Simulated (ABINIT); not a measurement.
**BeInCl3 (Pm-3m): third-order response**

Aim: Raman and infrared lines of BeInCl3 (Pm-3m).

Calculated with ABINIT 10.8.3; DFT LDA, scalar-relativistic, plane waves, HGH norm-conserving pseudopotentials.

Most raw output is cut from this account.

The structure was built from a prototype and need not be the compound's stable phase.

## 1. The structure

Symmetry: Pm-3m, No. 221, cubic system. Conventional cell: a = 4.430 Å, b = 4.430 Å, c = 4.430 Å, α = 90.00°, β = 90.00°, γ = 90.00°. Nearest to In lie 12 Cl at 3.13 Å. Nearest to Be lie 6 Cl at 2.21 Å. Cl has 2 Be at 2.21 Å and 4 In at 3.13 Å nearest. Farther neighbours and most contacts between anions are not listed.

## 2. A probe with smearing

A first run with smearing and empty bands tells whether the crystal has a gap, which decides between fixed occupations and smearing later on.

File probe.abi:

```
# ground state
tolvrs 1.0d-08
prtden 1
prtwf 1

# basis, mesh and filling
ecut 40.0
ixc 7
ngkpt 4 4 4
nshiftk 1
shiftk 0.0 0.0 0.0
istwfk *1
occopt 7
tsmear 0.005
nband 20
nstep 100
diemac 9.0
prtebands 0
prtgsr 0

# cell and atoms
acell 8.370730842 8.370730842 8.370730842
rprim 
    1.0 0.0 0.0
    0.0 1.0 0.0
    0.0 0.0 1.0
ntypat 3
znucl 49 4 17
natom 5
typat 1 2 3 3 3
xred 
    0.0 0.0 0.0
    0.5 0.5 0.5
    0.5 0.5 0.0
    0.5 0.0 0.5
    0.0 0.5 0.5
pp_dirpath "./pseudo"
pseudos "In.hgh, Be.hgh, Cl.hgh"
```

Command:

```bash
$ OMP_NUM_THREADS=1 mpirun -n 4 abinit probe.abi > probe.log
```

Wall time 9.9 s (4 MPI ranks of Arm Neoverse V1, shared host).

This step gave:

| Property | Result |
| --- | --- |
| volume per atom | 17.38 Å³ |
| pressure | 4.018 GPa |
| gap on the k-mesh | 1.989 eV |

A gap of 2.0 eV opens on this mesh, so the crystal is taken as an insulator; the printed pressure holds the stress of the finite basis too.

## 3. Rough relaxation

The typed start is rough, so a first relaxation with smearing and loose thresholds takes it towards rest cheaply.

File prerelax.abi:

```
# relaxation
ionmov 2
optcell 2
dilatmx 1.15
chkdilatmx 0
ntime 40
tolmxf 3.0d-04
tolvrs 1.0d-10
prtwf 0
prtden 0
chksymtnons 0

# basis, mesh and filling
ecut 40.0
ecutsm 3.0
ixc 7
ngkpt 4 4 4
nshiftk 1
shiftk 0.0 0.0 0.0
istwfk *1
occopt 7
tsmear 0.005
nband 20
nstep 100
diemac 9.0
prtebands 0
prtgsr 0

# cell and atoms
acell 8.370730842 8.370730842 8.370730842
rprim 
    1.0 0.0 0.0
    0.0 1.0 0.0
    0.0 0.0 1.0
ntypat 3
znucl 49 4 17
natom 5
typat 1 2 3 3 3
xred 
    0.0 0.0 0.0
    0.5 0.5 0.5
    0.5 0.5 0.0
    0.5 0.0 0.5
    0.0 0.5 0.5
pp_dirpath "./pseudo"
pseudos "In.hgh, Be.hgh, Cl.hgh"
```

Command:

```bash
$ OMP_NUM_THREADS=1 mpirun -n 4 abinit prerelax.abi > prerelax.log
```

It took 75 s on 4 MPI ranks.

Step by step:

| step | energy less that of the first step (eV) | largest force (eV/Å) | volume (Å³) |
| --- | --- | --- | --- |
| 1 | 0.0000 | 0.0000 | 86.91 |
| 2 | -0.0277 | 0.0000 | 88.07 |
| 3 | -0.0799 | 0.0000 | 92.82 |
| 4 | -0.0802 | 0.0000 | 93.21 |

| conventional cell, symmetrised | before | after | change |
| --- | --- | --- | --- |
| a (Å) | 4.430 | 4.534 | +2.4 % |
| b (Å) | 4.430 | 4.534 | +2.4 % |
| c (Å) | 4.430 | 4.534 | +2.4 % |
| volume (Å³/atom) | 17.38 | 18.64 | +7.2 % |

Read from the output:

```yaml
volume_per_atom: 18.64 Å³
pressure: 0.01593 GPa
gap_on_the_k_mesh: 1.843 eV
```

The volume changes by +7.2 % in this run and stands +7.2 % from the first cell.

## 4. Relaxing the cell and atoms

The harmonic expansion needs vanishing forces, and a free crystal bears no stress, so cell and atoms are brought to rest. Stress is more sensitive to the basis than forces are: the last 3 Ha under the cutoff are smoothed with ecutsm, and the cutoff is raised above that of the later runs.

File relax.abi:

```
# relaxation
ionmov 2
optcell 2
dilatmx 1.08
ntime 40
tolmxf 1.0d-05
tolvrs 1.0d-14
prtwf 0
prtden 0
chksymtnons 0

# basis, mesh and filling
ecut 49.0
ecutsm 3.0
ixc 7
ngkpt 4 4 4
nshiftk 1
shiftk 0.0 0.0 0.0
istwfk *1
occopt 1
nband 13
nstep 100
diemac 9.0
prtebands 0
prtgsr 0

# cell and atoms
acell 8.568183626 8.568183626 8.568183626
rprim 
    1.0 0.0 0.0
    0.0 1.0 0.0
    0.0 0.0 1.0
ntypat 3
znucl 49 4 17
natom 5
typat 1 2 3 3 3
xred 
    0.0 0.0 0.0
    0.5 0.5 0.5
    0.5 0.5 0.0
    0.5 0.0 0.5
    0.0 0.5 0.5
pp_dirpath "./pseudo"
pseudos "In.hgh, Be.hgh, Cl.hgh"
```

Command:

```bash
$ OMP_NUM_THREADS=1 mpirun -n 4 abinit relax.abi > relax.log
```

Wall time 43 s (4 MPI ranks); 2.8 min of CPU time.

Little changed from the start: no atom moved by 0.005 Å and no cell edge by 0.1 %.

Numbers from this step:

```
pressure : 1.73e-6 GPa
```

The volume changes by +0.0 % in this run and stands +7.3 % from the first cell.

## 5. Self-consistent run for the response

First-order wavefunctions inherit every error of the ground state, hence the very tight tolvrs. The mesh is shifted off Γ, since shifted meshes converge sums over the zone faster.

File gs.abi:

```
# ground state
tolvrs 1.0d-16
prtden 1
prtwf 1

# basis, mesh and filling
ecut 40.0
ixc 7
ngkpt 4 4 4
nshiftk 1
shiftk 0.5 0.5 0.5
istwfk *1
occopt 1
nband 13
nstep 100
diemac 9.0
prtebands 0
prtgsr 0

# cell and atoms
acell 8.568548509 8.568548509 8.568548509
rprim 
    1.0 0.0 0.0
    0.0 1.0 0.0
    0.0 0.0 1.0
ntypat 3
znucl 49 4 17
natom 5
typat 1 2 3 3 3
xred 
    0.0 0.0 0.0
    0.5 0.5 0.5
    0.5 0.5 0.0
    0.5 0.0 0.5
    0.0 0.5 0.5
pp_dirpath "./pseudo"
pseudos "In.hgh, Be.hgh, Cl.hgh"
```

Command:

```bash
$ OMP_NUM_THREADS=1 mpirun -n 4 abinit gs.abi > gs.log
```

The job ended after 4.7 s (4 MPI ranks).

Read from the output:

* pressure: -0.3621 GPa

The cell stands at -0.36 GPa: the relaxation ran with a smoothed and higher cutoff and on another k mesh.

## 6. Empty bands

Empty bands on the ground state's density check that the gap assumed so far is there in this cell.

File gap.abi:

```
# empty bands on the ground state's density
iscf -2
getden_filepath "gso_DEN"
tolwfr 1.0d-12
nbdbuf 2
prtwf 0

# basis, mesh and filling
ecut 40.0
ixc 7
ngkpt 4 4 4
nshiftk 1
shiftk 0.0 0.0 0.0
istwfk *1
occopt 1
nband 17
nstep 100
diemac 9.0
prtebands 0
prtgsr 0

# cell and atoms
acell 8.568548509 8.568548509 8.568548509
rprim 
    1.0 0.0 0.0
    0.0 1.0 0.0
    0.0 0.0 1.0
ntypat 3
znucl 49 4 17
natom 5
typat 1 2 3 3 3
xred 
    0.0 0.0 0.0
    0.5 0.5 0.5
    0.5 0.5 0.0
    0.5 0.0 0.5
    0.0 0.5 0.5
pp_dirpath "./pseudo"
pseudos "In.hgh, Be.hgh, Cl.hgh"
```

Command:

```bash
$ OMP_NUM_THREADS=1 mpirun -n 4 abinit gap.abi > gap.log
```

Elapsed: 13 s, on 4 MPI ranks; 51 s of CPU time.

Read from the output:

```yaml
gap_on_the_k_mesh: 1.844 eV
```

In this cell the gap on the mesh is 1.8 eV, indirect (smallest direct 2.6 eV), so fixed occupations hold.

## 7. Linear response at Γ

The derivative of the wavefunctions by k comes first, since the response to a field is built on it; then the field and the displacements that symmetry doesn't supply are solved at q = 0. By the 2n+1 theorem the first-order wavefunctions also give third derivatives: Raman tensors and the non-linear susceptibility.

It reads the wavefunctions written in step 5.

File dfpt_gamma.abi:

```
ndtset 3

# common to the responses
getwfk_filepath "gso_WFK"
kptopt 2
nqpt 1
qpt 0.0 0.0 0.0
asr 0
chneut 0

# d/dk
rfelfd1 2
rfdir1 1 1 1
iscf1 -3
tolwfr1 1.0d-20

# displacements, field
rfphon2 1
rfatpol2 1 5
rfdir2 1 1 1
rfelfd2 3
getddk2 1
tolvrs2 1.0d-10
prepanl2 1
prtden2 1

# third order
optdriver3 5
getden_filepath3 "gso_DEN"
get1den3 2
get1wf3 2
getddk3 1
d3e_pert1_elfd3 1
d3e_pert1_phon3 1
d3e_pert1_atpol3 1 5
d3e_pert1_dir3 1 1 1
d3e_pert2_elfd3 1
d3e_pert2_dir3 1 1 1
d3e_pert3_elfd3 1
d3e_pert3_dir3 1 1 1
usepead3 1
tolvrs3 1.0d-10

# basis, mesh and filling
ecut 40.0
ixc 7
ngkpt 4 4 4
nshiftk 1
shiftk 0.5 0.5 0.5
istwfk *1
occopt 1
nband 13
nstep 100
diemac 9.0
prtebands 0
prtgsr 0

# cell and atoms
acell 8.568548509 8.568548509 8.568548509
rprim 
    1.0 0.0 0.0
    0.0 1.0 0.0
    0.0 0.0 1.0
ntypat 3
znucl 49 4 17
natom 5
typat 1 2 3 3 3
xred 
    0.0 0.0 0.0
    0.5 0.5 0.5
    0.5 0.5 0.0
    0.5 0.0 0.5
    0.0 0.5 0.5
pp_dirpath "./pseudo"
pseudos "In.hgh, Be.hgh, Cl.hgh"
```

Command:

```bash
$ OMP_NUM_THREADS=1 mpirun -n 4 abinit dfpt_gamma.abi > dfpt_gamma.log
```

It took 4.4 min on 4 MPI ranks; 18 min of CPU time.

Numbers from this step:

```
miss of the charge sum rule                                       : 0.01905 e
largest acoustic frequency at the zone centre before the sum rule : 4.8 cm⁻¹
highest optical zone-centre mode (no LO-TO term)                  : 224.7 cm⁻¹
lowest optical zone-centre mode                                   : -286.8 cm⁻¹
mean high-frequency dielectric constant                           : 5.980
largest Born charge in size (third of the trace)                  : 2.811 e
```

Born charge (rows field, columns displacement), before the sum rule (e), principal values of the symmetric part by kind of site:

| atom | atoms with these values | low | middle | high | mean |
| --- | --- | --- | --- | --- | --- |
| In1 | 1 | 2.51 | 2.51 | 2.51 | 2.51 |
| Be2 | 1 | 2.81 | 2.81 | 2.81 | 2.81 |
| Cl3 | 3 | -2.47 | -1.42 | -1.42 | -1.77 |

In full for Be2:

```
2.81 0.00 0.00
0.00 2.81 0.00
0.00 0.00 2.81
```

High-frequency dielectric tensor:

```
5.98 0.00 0.00
0.00 5.98 0.00
0.00 0.00 5.98
```

The acoustic modes at Γ come out as far as 4.8 cm⁻¹ from zero, where they should vanish, a small numerical error; the Born charges miss their sum rule by 0.019 e, which is good. The lowest optical mode is imaginary, 287i cm⁻¹, an instability at this level and on this k mesh.

## 8. Modes with the sum rule

anaddb reads the merged derivatives, imposes the acoustic sum rule and charge neutrality, and adds the LO-TO term along chosen directions.

File anaddb.abi:

```
ddb_filepath "gamma_DDB"
output_file "anaddb.abo"
outdata_prefix "anaddb"
asr 1
chneut 1
enunit 2
eivec 1
nph1l 1
qph1l 0.0 0.0 0.0 1.0
dieflag 2
nph2l 3
qph2l 
    1.0 0.0 0.0 0.0
    0.0 0.0 1.0 0.0
    1.0 1.0 1.0 0.0
nlflag 1
ramansr 1
alphon 1
prtmbm 1
```

File mrgddb.in:

```
gamma_DDB
merged
3
dfpt_gammao_DS2_DDB
dfpt_gammao_DS3_DDB
gso_DDB
```

Command:

```bash
$ mrgddb < mrgddb.in > mrgddb.log
$ OMP_NUM_THREADS=1 anaddb anaddb.abi > anaddb.log
```

Run time: 1.5 s. Hardware: 1 thread.

Read from the output:

```yaml
highest_optical_zone_centre_mode_no_lo_to_term: 224.6 cm⁻¹
lowest_optical_zone_centre_mode: -286.9 cm⁻¹
highest_mode_moved_by_the_lo_to_term: 227.2 cm⁻¹
```

No LO-TO term; unit eigenvectors of the mass-weighted matrix, from anaddb's displacements. Modes at Γ, with each element's share of the kinetic energy (negative means imaginary):

| mode | frequency (cm⁻¹) | symmetry | In % | Be % | Cl % |
| --- | --- | --- | --- | --- | --- |
| 1 | -286.9 | T1u | 0 | 88 | 12 |
| 2 | -286.9 | T1u | 0 | 88 | 12 |
| 3 | -286.9 | T1u | 0 | 88 | 12 |
| 4 | 0.0 | acoustic | 50 | 4 | 46 |
| 5 | 0.0 | acoustic | 50 | 4 | 46 |
| 6 | 0.0 | acoustic | 50 | 4 | 46 |
| 7 | 58.9 | T1u | 50 | 5 | 45 |
| 8 | 58.9 | T1u | 50 | 5 | 45 |
| 9 | 58.9 | T1u | 50 | 5 | 45 |
| 10 | 147.1 | T2u | 0 | 0 | 100 |
| 11 | 147.1 | T2u | 0 | 0 | 100 |
| 12 | 147.1 | T2u | 0 | 0 | 100 |
| 13 | 224.6 | T1u | 0 | 3 | 97 |
| 14 | 224.6 | T1u | 0 | 3 | 97 |
| 15 | 224.6 | T1u | 0 | 3 | 97 |

Displacements in mode 1 (-286.9 cm⁻¹), the largest set to 1:
```
In1  0.00  0.00  0.01
Be2  0.00  0.00  1.00
Cl3  0.00  0.00 -0.17
Cl4  0.00  0.00 -0.06
Cl5  0.00  0.00 -0.06
```

Displacements in mode 13 (224.6 cm⁻¹), the largest set to 1:
```
In1  0.00  0.00  0.00
Be2  0.00  0.00  0.41
Cl3  0.00  0.00  1.00
Cl4  0.00  0.00 -0.56
Cl5  0.00  0.00 -0.56
```

With imaginary modes the relaxed-ion tensors have no meaning and are not tabulated.

The rule moves no optical mode by more than 0.3 cm⁻¹.

## 9. Sum rules set otherwise (asr 0)

Without the rule the raw error of the acoustic modes shows.

Changes to anaddb.abi since step 8:

```diff
@@ -3,4 +3,4 @@
 outdata_prefix "anaddb"
-asr 1
-chneut 1
+asr 0
+chneut 0
 enunit 2
```

mrgddb.in is that of step 8.

It took 1.5 s on 1 thread.

Numbers from this step:

```yaml
highest_optical_zone_centre_mode_no_lo_to_term: 224.7 cm⁻¹
lowest_optical_zone_centre_mode: -286.8 cm⁻¹
```

Zone-centre frequencies as printed; negative means imaginary. Modes:

| mode | frequency (cm⁻¹) |
| --- | --- |
| 1 | -286.8 |
| 2 | -286.8 |
| 3 | -286.8 |
| 4 | 4.8 |
| 5 | 4.8 |
| 6 | 4.8 |
| 7 | 59.15 |
| 8 | 59.15 |
| 9 | 59.15 |
| 10 | 147.2 |
| 11 | 147.2 |
| 12 | 147.2 |
| 13 | 224.7 |
| 14 | 224.7 |
| 15 | 224.7 |

With imaginary modes the relaxed-ion tensors have no meaning and are not tabulated.

## 10. Summary of results

- space group after relaxation: Pm-3m
- volume per atom: 18.6 Å³
- highest optical zone-centre mode (no LO-TO term): 224.6 cm⁻¹
- lowest optical zone-centre mode: -286.9 cm⁻¹
- highest mode moved by the LO-TO term: 227.2 cm⁻¹
- mean high-frequency dielectric constant: 5.98
- largest Born charge in size (third of the trace): 2.81 e
- imaginary optical modes at the zone centre (no q mesh in this session): yes

What this shows: No mode is Raman active in this structure. At the LDA level the optical modes of BeInCl3 (Pm-3m) at the zone centre (no LO-TO term) run from 287i to 225 cm⁻¹, so the structure is a saddle point, with 3 modes beyond 10i cm⁻¹ there. The base run prints -0.36 GPa, mostly the error of a finite basis; the relaxation, with a smoothed and higher cutoff, had brought the cell to rest. Along the directions run, the highest mode that the macroscopic field moves lies at 227 cm⁻¹. These are harmonic frequencies at zero temperature: anharmonic shifts and linewidths and thermal expansion are left out. The HGH files keep few electrons and have no core correction, which is cheap but rough for In. The structure is a hypothetical one, built on a prototype.

[Host names and launcher messages were left out of these logs when they were recorded.]

[Logs are printed without paths, hosts, clocks, repeated set-up lines and the standing remarks that a program may print on its own settings, such as how far it seeks lower states.]

[Hosts, paths, dates, database ids (printed as entryN), source tags and the programs' standing remarks are cut or masked in the printed files.]
